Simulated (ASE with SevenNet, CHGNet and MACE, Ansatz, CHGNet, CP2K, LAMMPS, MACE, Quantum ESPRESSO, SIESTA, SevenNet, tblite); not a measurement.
## Machine-learned potentials on Mg2+ TFSI- in gamma-butyrolactone at 370 K (110 atoms): settings against a plane-wave reference

Aim: run Mg2+ TFSI- in gamma-butyrolactone at 370 K (110 atoms) in machine-learned potentials and see how near its forces come to a plane-wave reference, and at what cost.

Calculated with ASE with SevenNet, CHGNet and MACE; the method is named at each step.

**1. Starting point**

The cell holds 110 atoms: 4 N, 8 S, 24 O, 24 C, 24 F, 24 H and 2 Mg. Cell: a = 11.534 Å, b = 11.534 Å, c = 11.534 Å, α = 90.0°, β = 90.0°, γ = 90.0°. 4 gamma-butyrolactone, 2 Mg2+, 4 TFSI- placed at random, at 1.64 g/cm³; overlaps pushed apart, then 10 ps at 550 K with divalent ions of Li, Roberts, Chakravorty and Merz (J. Chem. Theory Comput. 9, 2733 (2013)); MMFF94 bonds, angles, torsions, charges and radii (Halgren, J. Comput. Chem. 17, 490 (1996)) in harmonic and 12-6 forms; charges of ions scaled by 0.8. Snapshot after 30 ps at 370 K and fixed volume.

The yardstick, on the same geometry:

| Quantity | Value |
| --- | --- |
| method | Kohn-Sham DFT, PBE, PAW, plane waves (Ansatz 0.2.0); cutoff 420 eV, Γ point, fermi-dirac smearing of 0.05 eV; PAW set soft_2 |
| r.m.s. force component | 1.235 eV/Å |
| longest force | 6.308 eV/Å |
| pressure | 3.196 GPa |
| gap (highest filled to lowest empty level) | 3.652 eV |
| SCF cycles | 10 |
| time | 18 s on 4 threads of Arm Neoverse V2, shared host |
| CPU time | 69 s |

**2. SevenNet l3i5 potential**

Method: machine-learned interatomic potential SevenNet l3i5, trained on PBE(+U) plane-wave data.

run.py reads:

```python
import numpy as np
from ase.io import read
import mlip  # loads the published weights by name

atoms = read("structure.xyz")
atoms.calc = mlip.calc("7net-l3i5")
energy = atoms.get_potential_energy()
forces = atoms.get_forces()
print(f"energy {energy:.6f} eV")
print("forces (eV/A)")
for i, (a, f) in enumerate(zip(atoms, forces)):
    print(f"{i:4d} {a.symbol:2s} {f[0]:10.5f} {f[1]:10.5f} {f[2]:10.5f}")
stress = -atoms.get_stress(voigt=False) * 160.21766
print("stress (GPa, compression positive)")
for row in stress:
    print(" ".join(f"{x:10.4f}" for x in row))
```

structure.xyz reads:

```xyz
110
Lattice="11.53383 0.00000 0.00000 0.00000 11.53383 0.00000 0.00000 0.00000 11.53383" Properties=species:S:1:pos:R:3 pbc="T T T"
N 3.69682 0.04567 8.07230
S 2.21242 0.59249 8.03908
O 1.26930 0.00588 7.13356
O 1.65361 0.84508 9.36766
C 2.56397 2.32234 7.41568
F 3.59302 2.89349 8.13481
F 2.94874 2.37885 6.08571
F 1.51543 3.19210 7.52225
S 4.41077 0.25870 6.68731
O 3.62577 0.18996 5.47199
O 5.48180 1.29929 6.63264
C 5.24951 10.08714 6.77093
F 6.42388 10.12936 7.44347
F 4.35760 9.26351 7.38765
F 5.49229 9.72014 5.49368
N 0.60945 6.57221 5.20372
S 10.85345 7.27600 4.70234
O 10.80362 8.63734 5.07316
O 10.58321 7.17427 3.28080
C 9.67435 6.21523 5.43739
F 8.45015 6.78800 5.61755
F 9.49315 5.05770 4.74975
F 10.10710 5.78791 6.67105
S 1.72558 7.55627 5.41490
O 2.53733 7.81083 4.23891
O 1.44657 8.74449 6.28317
C 2.65855 6.53691 6.35768
F 2.23295 6.56967 7.64255
F 2.77539 5.22759 5.97406
F 3.96210 6.96736 6.27256
N 7.84393 11.01988 4.83060
S 9.09004 0.45489 4.79173
O 10.23316 11.47974 5.49356
O 9.41045 1.16088 3.58195
C 8.59143 1.90320 5.86149
F 8.22270 1.56445 7.10392
F 9.65831 2.78265 5.91432
F 7.54059 2.57181 5.23913
S 7.82109 10.13212 3.51574
O 9.13410 9.79707 2.94493
O 6.89642 9.01623 3.55403
C 7.08558 11.27939 2.36028
F 6.76805 0.94070 3.00306
F 7.92824 0.01211 1.32593
F 5.89840 10.82784 1.79974
N 8.42754 8.97090 8.94748
S 9.91056 9.54424 8.93168
O 10.76152 8.94495 9.91379
O 10.61528 9.72913 7.67496
C 9.77238 11.31111 9.47147
F 10.42289 0.60391 8.57586
F 8.44299 0.20772 9.59695
F 10.35069 11.46232 10.70166
S 7.77795 8.77955 10.34054
O 8.73480 8.59167 11.43014
O 6.59354 9.59015 10.55219
[... 50 atom lines left out ...]
H 3.79601 10.03120 0.02388
H 3.05001 9.44978 10.04712
Mg 9.72590 8.15869 1.51232
Mg 0.13875 10.27272 5.90671
```

Launch:

```bash
OMP_NUM_THREADS=1 python run.py > output.txt
```

Output:

```text
energy -626.260376 eV
forces (eV/A)
   0 N    -1.65473    0.46838    0.82277
   1 S    -0.28348    1.73913    2.59990
   2 O    -0.44236   -0.72660   -1.14679
   3 O     0.94672   -0.40746   -0.75245
   4 C     0.44350    2.23924   -0.80560
   5 F    -0.62152   -0.55681   -0.13706
   6 F    -0.38797    0.47350    1.30938
   7 F    -0.17639   -0.72700    0.19924
   8 S     3.98249    0.49967   -2.51082
   9 O    -0.20134   -0.80704    0.22977
  10 O    -1.59958   -1.79388    0.82920
  11 C     0.02360    1.10991   -0.02323
  12 F    -0.65900   -0.17065   -0.15437
  13 F     0.84386   -0.42394   -0.43335
  14 F    -0.41080   -0.48957    0.70895
  15 N    -2.59554   -1.90505   -0.66463
  16 S     0.35363   -0.05935   -3.50964
  17 O    -1.26923    1.95197    1.37079
  18 O     0.29345   -0.74214    0.50066
  19 C    -2.37407   -2.55721    2.28877
  20 F     0.66780    0.37276   -0.11906
  21 F     1.00658    0.70661   -0.06117
  22 F    -0.02970    0.67637   -0.04275
  23 S     1.91995    5.00060   -1.64334
[...]
102 H     0.13436   -0.39013   -0.66818
 103 H    -0.39092   -1.99235    1.59138
 104 H     0.05237   -0.26488    0.36676
 105 H    -0.25319    0.80726    0.74185
 106 H     1.33134    1.43809    0.41404
 107 H     0.36456    0.33523   -0.68720
 108 Mg   -0.14427    0.69653    1.19496
 109 Mg    0.36021   -0.05110    0.92696
stress (GPa, compression positive)
    2.7679    -0.5190     0.6672
   -0.5190     2.7574    -0.3769
    0.6672    -0.3769     2.8770
```

The job ended after 10 s (1 thread of Arm Neoverse V2, shared host; peak memory 1.7 GiB).

Banners, paths, timers and routine set-up lines are dropped from the logs unmarked, and long logs keep their key lines alone; longer cuts are marked.

Compared with the plane-wave run:

- r.m.s. force component: 1.139 eV/Å
- r.m.s. difference of force components: 215.4 meV/Å
- longest difference of force vectors: 842 meV/Å
- force difference over r.m.s. force: 17.44 %
- slope of forces against the reference's: 0.9103
- correlation of force components: 0.9868
- pressure: 2.801 GPa
- pressure difference: -0.3951 GPa

Length of the force difference by element (eV/Å):

```csv
element,atoms,mean,most
C,24,0.47,0.82
F,24,0.35,0.53
H,24,0.12,0.27
Mg,2,0.18,0.20
N,4,0.29,0.38
O,24,0.33,0.51
S,8,0.48,0.84
```

A closer look about S24, which bears the longest force: 10 atoms, nearest first, numbered in the order of the input, with positions taken from that point.

```csv
atom,x,y,z,distance (Å),bonds,Fx,Fy,Fz (eV/Å)
S24,0.00,0.00,0.00,0.00,4,1.92,5.00,-1.64
O25,0.81,0.25,-1.18,1.45,1,-0.52,0.08,0.09
O26,-0.28,1.19,0.87,1.50,2,0.71,-1.54,-0.70
N16,-1.12,-0.98,-0.21,1.50,2,-2.60,-1.91,-0.66
C27,0.93,-1.02,0.94,1.67,4,4.06,-2.80,2.48
F30,2.24,-0.59,0.86,2.47,1,-0.42,0.23,0.62
F28,0.51,-0.99,2.23,2.49,1,0.21,-0.20,0.16
S17,-2.41,-0.28,-0.71,2.52,4,0.35,-0.06,-3.51
F29,1.05,-2.33,0.56,2.61,1,-0.83,0.46,-0.05
O18,-2.46,1.08,-0.34,2.70,2,-1.27,1.95,1.37
```

Atoms are counted from 1 here, from 0 in the log.

Forces lie 17 % from the reference's, at 0.13 times its CPU time (on 1 against 4 cores).

**3. CHGNet r2SCAN potential**

Method: machine-learned interatomic potential CHGNet r2SCAN, trained on r2SCAN plane-wave data.

Edit run.py of step 2 so:

```diff
@@ -5,3 +5,3 @@
 atoms = read("structure.xyz")
-atoms.calc = mlip.calc("7net-l3i5")
+atoms.calc = mlip.calc("chgnet-r2scan")
 energy = atoms.get_potential_energy()
```

structure.xyz is that of step 2.

Output:

```text
CHGNet vr2scan initialized with 412,525 parameters
CHGNet will run on cpu
energy -749.008240 eV
forces (eV/A)
   0 N    -0.86754    0.51362    0.94048
   1 S    -0.85014    0.33582    1.92266
   2 O    -0.02199    0.03713   -0.43103
   3 O     0.89720   -0.31222   -1.42593
   4 C     0.80738    1.85239   -1.03316
   5 F    -0.84533   -0.54350   -0.46221
   6 F    -0.59967    0.35002    1.56229
   7 F     0.35643   -0.79949    0.08431
   8 S     2.53656    0.83456   -1.83712
   9 O     0.26837   -0.37541    0.74439
  10 O    -1.85105   -1.96558    0.41871
  11 C     0.08460    0.76768   -0.38394
  12 F    -0.91581   -0.23539   -0.32843
  13 F     1.11307   -0.01652   -0.61462
  14 F    -0.30619   -0.31412    1.10868
  15 N    -1.56389   -1.91232   -0.37334
  16 S     0.09786   -0.01100   -2.47848
  17 O    -0.98100    1.60308    0.71486
  18 O     0.09122   -0.34970    0.49742
  19 C    -1.79502   -1.89360    1.45680
  20 F     0.67354    0.03422   -0.15026
  21 F     0.60669    0.75888    0.16172
  22 F    -0.08992    0.53611   -0.32518
  23 S     1.53970    4.11294   -1.67110
[...]
102 H     0.06028   -0.28934   -0.33671
 103 H    -0.30359   -1.71667    1.30261
 104 H    -0.05040   -0.27645    0.06253
 105 H    -0.38199    0.79563    0.88976
 106 H     1.35275    1.44340    0.46736
 107 H     0.23954    0.27679   -0.58304
 108 Mg   -0.06600    0.50170    0.91260
 109 Mg    0.20045   -0.17770    0.74585
stress (GPa, compression positive)
   -0.0707    -0.4606     0.6184
   -0.4606     0.4781    -0.5382
    0.6184    -0.5382    -0.3658
```

Run time: 3.9 s. Hardware: 1 thread; peak memory 1.6 GiB.

Numbers from this run, and their distance from the reference:

- r.m.s. force component: 1.007 eV/Å
- r.m.s. difference of force components: 436.8 meV/Å
- longest difference of force vectors: 2292 meV/Å
- force difference over r.m.s. force: 35.38 %
- slope of forces against the reference's: 0.7699
- correlation of force components: 0.9442
- pressure: 0.0139 GPa
- pressure difference: -3.182 GPa

Against the first run (17 %), the force difference from the reference is 35 %, at 0.41 times the CPU time; this potential was trained at another functional than the reference's, which explains only part of so large a difference.

**4. MACE MP-0b2 small potential**

Method: machine-learned interatomic potential MACE MP-0b2 small, trained on PBE(+U) plane-wave data.

Edit run.py of step 3 so:

```diff
@@ -5,3 +5,3 @@
 atoms = read("structure.xyz")
-atoms.calc = mlip.calc("chgnet-r2scan")
+atoms.calc = mlip.calc("mace-mp-0b2-small")
 energy = atoms.get_potential_energy()
```

structure.xyz is that of step 3.

Output:

```text
energy -626.282393 eV
forces (eV/A)
   0 N    -1.44017    0.30052    0.94250
   1 S    -0.61156    1.74584    2.68666
   2 O    -0.41110   -0.75608   -1.13469
   3 O     1.16146   -0.41983   -0.91507
   4 C     0.51428    2.23259   -1.01214
   5 F    -0.53463   -0.47955    0.13289
   6 F    -0.58771    0.39983    1.01560
   7 F    -0.16012   -0.73349    0.29110
   8 S     3.76369    1.31334   -2.66178
   9 O    -0.08246   -1.00789    0.31483
  10 O    -1.72183   -1.89763    0.90065
  11 C     0.08476    0.89305   -0.14065
  12 F    -0.51049   -0.25565   -0.05838
  13 F     0.74642   -0.42451   -0.27804
  14 F    -0.29083   -0.58582    0.66912
  15 N    -2.67762   -2.29879   -0.63641
  16 S     0.76041    0.27234   -3.87010
  17 O    -1.48476    2.48859    1.52028
  18 O     0.21533   -0.95561    0.33349
  19 C    -2.46907   -2.89753    2.27668
  20 F     0.37600    0.36156   -0.16739
  21 F     1.00351    0.63944    0.08686
  22 F    -0.03590    0.68203    0.03414
  23 S     1.80096    5.33636   -2.13684
[...]
102 H     0.06230   -0.47474   -0.67842
 103 H    -0.42192   -1.97951    1.57627
 104 H     0.14496   -0.32602    0.37701
 105 H    -0.24682    0.73725    0.71391
 106 H     1.42207    1.46951    0.47446
 107 H     0.27541    0.16952   -0.72844
 108 Mg   -0.03290    0.76996    1.27019
 109 Mg    0.39876   -0.21805    0.89590
stress (GPa, compression positive)
    3.2381    -0.2832     0.6642
   -0.2832     3.0585    -0.5395
    0.6642    -0.5395     3.1438
```

Wall time 6 s (1 thread); peak memory 0.67 GiB.

Compared with the plane-wave run:

```
r.m.s. force component                  : 1.196 eV/Å
r.m.s. difference of force components   : 269.6 meV/Å
longest difference of force vectors     : 1636 meV/Å
force difference over r.m.s. force      : 21.84 %
slope of forces against the reference's : 0.945
correlation of force components         : 0.9759
pressure                                : 3.147 GPa
pressure difference                     : -0.0491 GPa
```

Against the first run (17 %), the force difference from the reference is 22 %, at 0.63 times the CPU time.

**5. The ladder**

Differences are against the plane-wave reference, forces as r.m.s. over components; share is that over the reference's r.m.s. force, slope the least-squares factor from reference forces to these. Total energies of different programs have different zeros and aren't compared.

| run | Δ force, r.m.s. (meV/Å) | share (%) | slope | Δ pressure (GPa) | cores | CPU time | memory (GiB) |
| --- | --- | --- | --- | --- | --- | --- | --- |
| reference | - | - | - | - | 4 | 69 s | 2.1 |
| SevenNet l3i5 potential | 215 | 17.4 | 0.910 | -0.395 | 1 | 9.3 s | 1.7 |
| CHGNet r2SCAN potential | 437 | 35.4 | 0.770 | -3.18 | 1 | 3.8 s | 1.6 |
| MACE MP-0b2 small potential | 270 | 21.8 | 0.945 | -0.0491 | 1 | 5.9 s | 0.67 |

Times of the machine-learned potentials are mostly Python's start and the loading of weights.

CPU time is summed over cores on a shared host, where runs went side by side, so it is rough. Symmetry, cutoffs, thresholds, outputs and thread counts weren't matched or tuned between programs; memory under MPI is the largest rank's times the ranks.

**6. Summary of results**

| Quantity | Value |
| --- | --- |
| nearest in forces | SevenNet l3i5 potential, 17 % |
| its CPU time | 9.3 s |

Machine-learned potentials differ by 17 % (SevenNet l3i5 potential) to 35 % (CHGNet r2SCAN potential); they were trained on other programs' data, some at another functional. Machine-learned potentials mimic data converged in k, so the reference's own k-point error enters their differences. The network of contacts between molecules at the start is that of the classical potential that made the cell, and needn't be the one that DFT or experiment would give. The reference's PBE has no dispersion term, which matters for the binding between molecules or layers. The density was typed from a rule of thumb and may lie off the real one at this temperature. The electronic-structure runs sample only Γ, in a cell whose shortest periodic width is 12 Å.

[Also dropped from logs without a mark: logging warnings of Python, and SIESTA's first energy breakdown and zero terms.]

[Logs are printed without paths, hosts, clocks, repeated set-up lines and the standing remarks that a program may print on its own settings, such as how far it seeks lower states.]

[Hosts, paths, dates, database ids (printed as entryN), source tags and the programs' standing remarks are cut or masked in the printed files.]

[The MMFF94 radii named for the starting cell were scaled by 0.96; in molecules described by MMFF94, hydrogen bound to N, O or S took a small fixed 12-6 site in their place.]
